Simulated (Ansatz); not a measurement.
# Be (P6_3/mmc, 2 atoms in the cell): modes against uniaxial strain along c, part 2 of 2

Wanted: the shifts of the zone-centre modes of Be (P6_3/mmc, 2 atoms in the cell) with strain.

Ansatz 0.2.0; DFT PBEsol, scalar-relativistic, plane waves, PAW; PAW set soft_1.

So far. Step 3 (Tight relaxation): The forces vanish by symmetry and the pressure is 0.006 GPa, within the tolerances set. The cell now holds 7.83 Å³/atom.

**4. Zone-centre response at rest**

Phonons follow from the second derivative of the energy, found here by linear response.

The modes at rest are the reference of the series.

Contents of input.yaml:

```yaml
crystal:
  lattice:
    - [2.2567879532, 0.0, 0.0]
    - [-1.1283939766, 1.9544356984, 0.0]
    - [0.0, 0.0, 3.5526536129]
  atoms:
    - { symbol: Be, position: [0.3333333333, 0.6666666667, 0.25] }
    - { symbol: Be, position: [0.6666666667, 0.3333333333, 0.75] }
kpoints:
  mp_grid: { grid: [24, 24, 12] }
hamiltonian:
  xc: pbesol
  pseudopotentials: { kind: paw, azcp: { folder: soft_1 }, xc_functional: pbe }
scf:
  occupations: { method: methfessel_paxton, width: 0.2 }
output:
  eigenvalues: true
phonons:
  method: dfpt
```

Started as:

```sh
$ ansatz run input.yaml --threads 4 --pin off --max-ram 10240MiB --backend cpu --events-out ev --progress --plain --runs-dir out
```

Numbers of over 12 decimals in the logs are rounded to 6 here.

The log of the run:

```text
zone centre: on kpoints.mp_grid the ground state, and the responses unless they are solved on pairs of k-points, stand on 1099 of the mesh's 6912 k-points, reduced under 4 symmetry operations, with k and −k counted as one. Each operation leaves every solved displacement unchanged or reverses it
[...]
Crystal: 2 atoms, lattice volume = 15.670 Å³
Basis set: ecut = 420 eV, 311 PW (Γ), exchange–correlation on 32×32×48 points (8 copies of the dense FFT grid, shifted against one another)
Bands: 6, of which v1, the nominal top of the filled ones, is band 2 counted from 1 (1 counted from 0)
Symmetry: 24 space group operations
k-points: 1099 of 6912 (irreducible under 4 space group operations, time reversal used)
[...]
SCF iter   1: F=—  HF=-180.716709 eV  |F-HF|=—  |Δ(HF+E_count)|=         —  Δρ=1.44e-2  dr2=2.36e-2  ethr=3.10e-3  ⟨swp⟩=4.5  Hψ=53736  notcnv=0
[...]
SCF iter   6: F=-180.698840 eV  HF=-180.698840 eV  |F-HF|=1.48e-12  |Δ(HF+E_count)|=   1.54e-9  S|Δr|=    0.00e0  Δρ=1.99e-7  dr2=4.97e-12  ethr=1.00e-12  ⟨swp⟩=4.0  Hψ=23140  notcnv=0
SCF 1 converged in 6 iterations: F = -180.698840 eV  dr2 = 4.97e-12
[...]
DFPT response loops at Γ: preconditioner auto → Kerker (q_TF=auto, 2.173 Å⁻¹) (partly filled bands, converged f_vac=0.000); β = 1.00, the filter's whole step (`scf.mixing.beta` (0.50) is not read by the response loops under this deck's `scf.mixing.preconditioner`; to damp them name `kerker` or `kerker_dos`, under which they read `scf.mixing.beta`, and type it under 1.00, their step now; both keys bind the ground state too); Broyden in place of MSR1
SCF converged after 6 iterations
[...]
Free energy (F): -180.698840 eV
[...]
Internal energy: -180.698354 eV  (E = F + TS)
E sigma→0 (E₀):  -180.698718 eV
Entropy (-TS):   -0.000486 eV (-0.243 meV/atom)
Fermi energy:    8.146482 eV
[...]
--- Band table (eV; the first three rows and the last of 1099) ---
[...]
--- Phonons (Γ-DFPT): 2 representative perturbations + reference, on 1099 of 6912 k-points (Σ response iterations 6) ---
  k mesh reduced under 4 symmetry operations, with k and −k counted as one. Each operation leaves every solved displacement unchanged or reverses it
  ASR residual: 7.067e-5 → 0.000e0 eV/Å²; symmetrization residual: 7.105e-15 eV/Å²
  ASR residual per site (eV/Å²): 7.07e-5 7.07e-5
  Γ frequencies (cm⁻¹): 0.00 0.00 0.00 465.95 465.95 701.81
  non-analytic LO–TO correction: not included (Born effective charges unavailable; polar crystals: no LO–TO splitting at Γ)
```

Run time: 6.3 s. Hardware: 4 threads of Arm Neoverse V1, shared host; peak memory 0.59 GiB; 22 s of CPU time.

Reading the cycles: dr2 is the Hartree energy of the density residual (eV), the measure of convergence; HF is the Harris–Foulkes estimate of the energy, which meets the free energy F at convergence.

This step gave:

* sum-rule residual before enforcement: 7.07e-5 eV/Å²
* point group: 6/mmm
* highest optical mode at the zone centre (no LO-TO term): 701.8 cm⁻¹
* lowest optical zone-centre mode: 465.9 cm⁻¹

Patterns of degenerate modes are one choice out of their space. Modes at Γ:

```
mode  frequency (cm⁻¹)  symmetry
   1               0.0  acoustic
   2               0.0  acoustic
   3               0.0  acoustic
   4             465.9       E2g
   5             465.9       E2g
   6             701.8       B1g
```

Displacements in mode 4 (465.9 cm⁻¹), the largest set to 1:
```
Be1  0.00 -1.00  0.00
Be2  0.00  1.00  0.00
```

Displacements in mode 6 (701.8 cm⁻¹), the largest set to 1:
```
Be1  0.00  0.00  1.00
Be2  0.00  0.00 -1.00
```

Before it was imposed, the acoustic sum rule was missed by 7.1e-5 eV/Å². Small misses are needed for a sound result but don't prove that mesh and cutoff are converged. The lowest optical mode is real, 466 cm⁻¹.

**5. A member of the series: uniaxial strain of +4 % along c**

The cell takes a uniaxial strain of +4 % along c. The strained length and the angles are held, while the rest of the cell and the atoms relax.

input.yaml, the sections that differ from step 4:

```yaml
crystal:
  lattice:
    - [2.2550920568, 0.0, 0.0]
    - [-1.1275460284, 1.952967009, 0.0]
    - [0.0, 0.0, 3.6947597573]
  atoms:
    - { symbol: Be, position: [0.3333333333, 0.6666666667, 0.25] }
    - { symbol: Be, position: [0.6666666667, 0.3333333333, 0.75] }
output:
  forces: true
  stress: true
  eigenvalues: true
relax:
  adjacent_minimum: "off"
  f_tol: 0.001
  max_steps: 60
  cell: { stress_tol: 0.01, fix: [c, angles] }
# kpoints, hamiltonian, scf: as in step 4
# phonons: removed
```

The log of the run:

```text
[...]
P = ⅓ Tr σ = -4.5907 GPa (-45.907 kbar)
--- Band table (eV; the first three rows and the last of 1099) ---
[...]
--- Relaxed structure (3 steps of the walk, 3 accepted, 1 SCFs on fresh bases) ---
[...]
cell:  # Å, volume = 16.2673 Å³
    - [2.254754, 0, 0.0]
    - [-1.127377, 1.952674, 0.0]
    - [0.0, 0.0, 3.6947597573]
  atoms:
    - { symbol: Be, position: [0.333333, 0.666667, 0.25] }
    - { symbol: Be, position: [0.666667, 0.333333, 0.75] }
[key lines of the parts left out:]
SCF converged after 3 iterations
Free energy (F): -180.670985 eV
Fermi energy:    7.956608 eV
```

Wall time 9.7 s (4 threads); peak memory 0.46 GiB.

Little changed from the start: no atom moved by 0.005 Å and no cell edge by 0.1 %.

This step gave:

- pressure: -4.591 GPa
- volume per atom: 8.134 Å³

The forces vanish by symmetry.

**6. Zone-centre modes of the member: uniaxial strain of +4 % along c**

The zone-centre modes follow for uniaxial strain of +4 % along c.

input.yaml, the sections that differ from step 5:

```yaml
crystal:
  lattice:
    - [2.2547542715, 0.0, 0.0]
    - [-1.1273771358, 1.9526744784, 0.0]
    - [0.0, 0.0, 3.6947597573]
  atoms:
    - { symbol: Be, position: [0.3333333333, 0.6666666667, 0.25] }
    - { symbol: Be, position: [0.6666666667, 0.3333333333, 0.75] }
output:
  eigenvalues: true
phonons:
  method: dfpt
# kpoints, hamiltonian, scf: as in step 5
# relax: removed
```

The log of the run:

```text
[...]
Crystal: 2 atoms, lattice volume = 16.267 Å³
Basis set: ecut = 420 eV, 313 PW (Γ), exchange–correlation on 32×32×60 points (8 copies of the dense FFT grid, shifted against one another)
Bands: 6, of which v1, the nominal top of the filled ones, is band 2 counted from 1 (1 counted from 0)
Symmetry: 24 space group operations
k-points: 1099 of 6912 (irreducible under 4 space group operations, time reversal used)
[...]
SCF iter   1: F=—  HF=-180.686367 eV  |F-HF|=—  |Δ(HF+E_count)|=         —  Δρ=1.27e-2  dr2=1.81e-2  ethr=3.10e-3  ⟨swp⟩=4.5  Hψ=53624  notcnv=0
[...]
SCF iter   6: F=-180.670985 eV  HF=-180.670985 eV  |F-HF|=9.66e-13  |Δ(HF+E_count)|=   1.14e-9  S|Δr|=    0.00e0  Δρ=1.60e-7  dr2=3.16e-12  ethr=1.00e-12  ⟨swp⟩=3.9  Hψ=23235  notcnv=0
SCF 1 converged in 6 iterations: F = -180.670985 eV  dr2 = 3.16e-12
[...]
SCF converged after 6 iterations
[...]
Free energy (F): -180.670985 eV
[...]
Internal energy: -180.670341 eV  (E = F + TS)
E sigma→0 (E₀):  -180.670824 eV
Entropy (-TS):   -0.000644 eV (-0.322 meV/atom)
Fermi energy:    7.956608 eV
[...]
--- Band table (eV; the first three rows and the last of 1099) ---
[...]
ASR residual: 1.376e-5 → 0.000e0 eV/Å²; symmetrization residual: 1.408e-11 eV/Å²
  ASR residual per site (eV/Å²): 1.38e-5 1.38e-5
  Γ frequencies (cm⁻¹): 0.00 0.00 0.00 432.36 432.36 615.65
[...]
```

It took 7 s on 4 threads; peak memory 0.6 GiB.

This step gave:

```
sum-rule residual before enforcement                    : 1.38e-5 eV/Å²
highest optical mode at the zone centre (no LO-TO term) : 615.6 cm⁻¹
lowest optical zone-centre mode                         : 432.4 cm⁻¹
```

Patterns of degenerate modes are one choice out of their space. Modes at Γ:

```
mode  frequency (cm⁻¹)  symmetry
   1               0.0  acoustic
   2               0.0  acoustic
   3               0.0  acoustic
   4             432.4       E2g
   5             432.4       E2g
   6             615.6       B1g
```

The lowest optical mode is real, 432 cm⁻¹, and the highest lies at 615.6 cm⁻¹.

For the highest optical mode at the zone centre (no LO-TO term), step 4 gave 702 cm⁻¹; this run, with strain 4 %, gives 616 cm⁻¹ (-12 %).

**7. Relaxation of a member: uniaxial strain of -4 % along c**

The cell takes a uniaxial strain of -4 % along c. The strained length and the angles are held, while the rest of the cell and the atoms relax.

input.yaml, the sections that differ from step 6:

```yaml
crystal:
  lattice:
    - [2.2608629264, 0.0, 0.0]
    - [-1.1304314632, 1.9579647288, 0.0]
    - [0.0, 0.0, 3.4105474685]
  atoms:
    - { symbol: Be, position: [0.3333333332, 0.6666666668, 0.25] }
    - { symbol: Be, position: [0.6666666668, 0.3333333332, 0.75] }
output:
  forces: true
  stress: true
  eigenvalues: true
relax:
  adjacent_minimum: "off"
  f_tol: 0.001
  max_steps: 60
  cell: { stress_tol: 0.01, fix: [c, angles] }
# kpoints, hamiltonian, scf: as in step 6
# phonons: removed
```

The log of the run:

```text
[...]
Crystal: 2 atoms, lattice volume = 15.097 Å³
Basis set: ecut = 420 eV, 299 PW (Γ), exchange–correlation on 32×32×48 points (8 copies of the dense FFT grid, shifted against one another)
Bands: 6, of which v1, the nominal top of the filled ones, is band 2 counted from 1 (1 counted from 0)
Symmetry: 8 space group operations
k-points: 1099 of 6912
[...]
P = ⅓ Tr σ = 5.4327 GPa (54.327 kbar)
--- Band table (eV; the first three rows and the last of 1099) ---
[...]
--- Relaxed structure (3 steps of the walk, 3 accepted, 1 SCFs on fresh bases) ---
[...]
cell:  # Å, volume = 15.1280 Å³
    - [2.263148, 0, 0]
    - [-1.131574, 1.959943, 0]
    - [0, 0, 3.4105474685]
  atoms:
    - { symbol: Be, position: [0.333333, 0.666667, 0.250000] }
    - { symbol: Be, position: [0.666667, 0.333333, 0.750000] }
[key lines of the parts left out:]
SCF converged after 5 iterations
Free energy (F): -180.667462 eV
Fermi energy:    8.334092 eV
```

Run time: 9.3 s. Hardware: 4 threads; peak memory 0.45 GiB.

Relaxation path:

```
step  energy less that of the first step (eV)  largest force component (eV/Å)  pressure (GPa)  volume (Å³)
   1                                   0.0000                          0.0000            5.69        15.10
   2                                   0.0000                          0.0000            5.55        15.11
   3                                   0.0000                          0.0000            5.43        15.13
  4*                                   0.0000                          0.0000            5.43        15.13
```

Relaxation steps marked * repeat the geometry before them on a plane-wave basis chosen anew for their cell, so energy and pressure can jump there.

```
conventional cell, symmetrised  before  after  change
                         a (Å)   2.261  2.263  +0.1 %
                         b (Å)   2.261  2.263  +0.1 %
                         c (Å)   3.411  3.411  +0.0 %
              volume (Å³/atom)    7.55   7.56  +0.2 %
```

Final coordinates:

```xyz
2
Lattice="2.2631 0.0000 0.0000 -1.1316 1.9599 0.0000 0.0000 0.0000 3.4105" Properties=species:S:1:pos:R:3 pbc="T T T"
Be    0.0000    1.3066    0.8526
Be    1.1316    0.6533    2.5579
```

Numbers from this step:

```yaml
pressure: 5.433 GPa
volume_per_atom: 7.564 Å³
```

The forces vanish by symmetry.

The cell grew by 0.2 % in volume.

**8. Modes of this member: uniaxial strain of -4 % along c**

The zone-centre modes follow for uniaxial strain of -4 % along c.

input.yaml, the sections that differ from step 7:

```yaml
crystal:
  lattice:
    - [2.2631477199, 0.0, 0.0]
    - [-1.1315738599, 1.9599434179, 0.0]
    - [0.0, 0.0, 3.4105474685]
  atoms:
    - { symbol: Be, position: [0.3333333333, 0.6666666667, 0.25] }
    - { symbol: Be, position: [0.6666666667, 0.3333333333, 0.75] }
output:
  eigenvalues: true
phonons:
  method: dfpt
# kpoints, hamiltonian, scf: as in step 7
# relax: removed
```

The log of the run:

```text
[...]
Crystal: 2 atoms, lattice volume = 15.128 Å³
Basis set: ecut = 420 eV, 299 PW (Γ), exchange–correlation on 32×32×48 points (8 copies of the dense FFT grid, shifted against one another)
Bands: 6, of which v1, the nominal top of the filled ones, is band 2 counted from 1 (1 counted from 0)
Symmetry: 24 space group operations
k-points: 1099 of 6912 (irreducible under 4 space group operations, time reversal used)
[...]
Free energy (F): -180.667462 eV
[...]
Internal energy: -180.667928 eV  (E = F + TS)
E sigma→0 (E₀):  -180.667578 eV
Entropy (-TS):   0.000466 eV (0.233 meV/atom)
Fermi energy:    8.334092 eV
[...]
--- Band table (eV; the first three rows and the last of 1099) ---
[...]
ASR residual: 3.799e-5 → 0.000e0 eV/Å²; symmetrization residual: 1.484e-11 eV/Å²
  ASR residual per site (eV/Å²): 3.80e-5 3.80e-5
  Γ frequencies (cm⁻¹): 0.00 0.00 0.00 508.61 508.61 786.95
[...]
[key lines of the parts left out:]
SCF converged after 7 iterations
```

Elapsed: 6.2 s, on 4 threads; peak memory 0.58 GiB; 21 s of CPU time.

Numbers from this step:

```
sum-rule residual before enforcement                    : 3.80e-5 eV/Å²
highest optical mode at the zone centre (no LO-TO term) : 787.0 cm⁻¹
lowest optical zone-centre mode                         : 508.6 cm⁻¹
```

Patterns of degenerate modes are one choice out of their space. Modes at Γ:

```
mode  frequency (cm⁻¹)  symmetry
   1               0.0  acoustic
   2               0.0  acoustic
   3               0.0  acoustic
   4             508.6       E2g
   5             508.6       E2g
   6             787.0       B1g
```

Displacements in mode 5 (508.6 cm⁻¹), the largest set to 1:
```
Be1 -0.51  1.00  0.00
Be2  0.51 -1.00  0.00
```

Displacements in mode 6 (787.0 cm⁻¹), the largest set to 1:
```
Be1  0.00  0.00  1.00
Be2  0.00  0.00 -1.00
```

The lowest optical mode is real, 509 cm⁻¹, and the highest lies at 787.0 cm⁻¹.

Between step 4 and this run (strain -4 %) the value for the highest optical mode at the zone centre (no LO-TO term) moves from 702 cm⁻¹ to 787 cm⁻¹ (+12 %).

**9. The series together**

The members are set side by side, also those not shown above.

Stress is positive in compression; energies are extrapolated to zero smearing, and E0 is that at rest; the edges not held and the atoms are relaxed in each cell; all runs use 24×24×12 k points and Methfessel-Paxton smearing of 0.2 eV. State of the crystal along the series:

```
strain (%)  stress along the axis (GPa)  free strain along a (%)  free strain along b (%)  E - E0 (meV/atom)
        -4                         16.3                   0.2818                   0.2818              15.57
        -3                        12.07                   0.1806                   0.1806              8.627
        -2                        7.915                   0.1047                   0.1047              3.757
        -1                        3.881                  0.04707                  0.04707             0.9153
         0                     0.005654                        0                        0                  0
         1                       -3.722                 -0.02984                 -0.02984             0.9286
         2                       -7.264                 -0.05351                 -0.05351              3.631
         3                        -10.6                 -0.07515                 -0.07515              8.005
         4                       -13.77                 -0.09011                 -0.09011              13.95
```

Optical modes are counted from below at rest and tracked from member to member by their patterns, and modes that stay within 0.3 cm⁻¹ of each other stand once; labels, where given, are those at rest; the edges not held and the atoms are relaxed in each cell; all runs use 24×24×12 k points and Methfessel-Paxton smearing of 0.2 eV. Optical modes along the series:

```
strain (%)  optical mode 1 E2g (cm⁻¹)  optical mode 2 B1g (cm⁻¹)
        -4                      508.6                        787
        -3                      496.9                      766.1
        -2                      486.1                      744.9
        -1                      475.8                      723.4
         0                      465.9                      701.8
         1                      456.7                        680
         2                        448                      658.2
         3                      439.9                      636.7
         4                      432.4                      615.6
```

Value and slope at zero strain of a cubic (a lower polynomial where under five rows exist) through the rows within 2 % of rest. Slopes at rest:

```
              mode  frequency (cm⁻¹)  shift per percent of strain (cm⁻¹)  shift per GPa of compressive stress (cm⁻¹)
optical mode 1 E2g               466                               -9.55                                        2.51
optical mode 2 B1g             701.8                              -21.74                                        5.72
```

**10. Results**

```yaml
members: 9
highest_optical_mode_at_the_zone_centre_no_lo_to_term_at_rest: 701.8 cm⁻¹
young_s_modulus_along_c: 380 GPa
optical_mode_1_e2g_shift_per_percent: -9.55 cm⁻¹
optical_mode_2_b1g_shift_per_percent: -21.74 cm⁻¹
```

The stress changes by 3.80 GPa for each percent, a Young’s modulus of 380 GPa along c. For each percent the free edge responds with -0.04 %. The fastest shift in the table of slopes is -21.7 cm⁻¹ for each percent (optical mode 2 B1g), or 5.7 cm⁻¹ for each GPa of compressive stress. For small strain, the measured shift of a line that Raman or infrared light can see, divided by its slope, estimates the stress, if the state of stress is of this kind. These are harmonic frequencies at zero temperature: anharmonic shifts, linewidths and thermal expansion are left out. With no gap, or one that is small against the smearing, the frequencies hang on the k mesh and the smearing, most of all near Kohn anomalies. The PAW files were made for PBE; the program adapts parts of them to the functional of the run, but their partial waves stay those of PBE, an approximation that was not tested in this session. Only the zone centre was solved, so an instability at another wavevector cannot show here.

[Logs are printed without paths, hosts, clocks, repeated set-up lines and the standing remarks that a program may print on its own settings, such as how far it seeks lower states.]

[Hosts, paths, dates, database ids (printed as entryN), source tags and the programs' standing remarks are cut or masked in the printed files.]
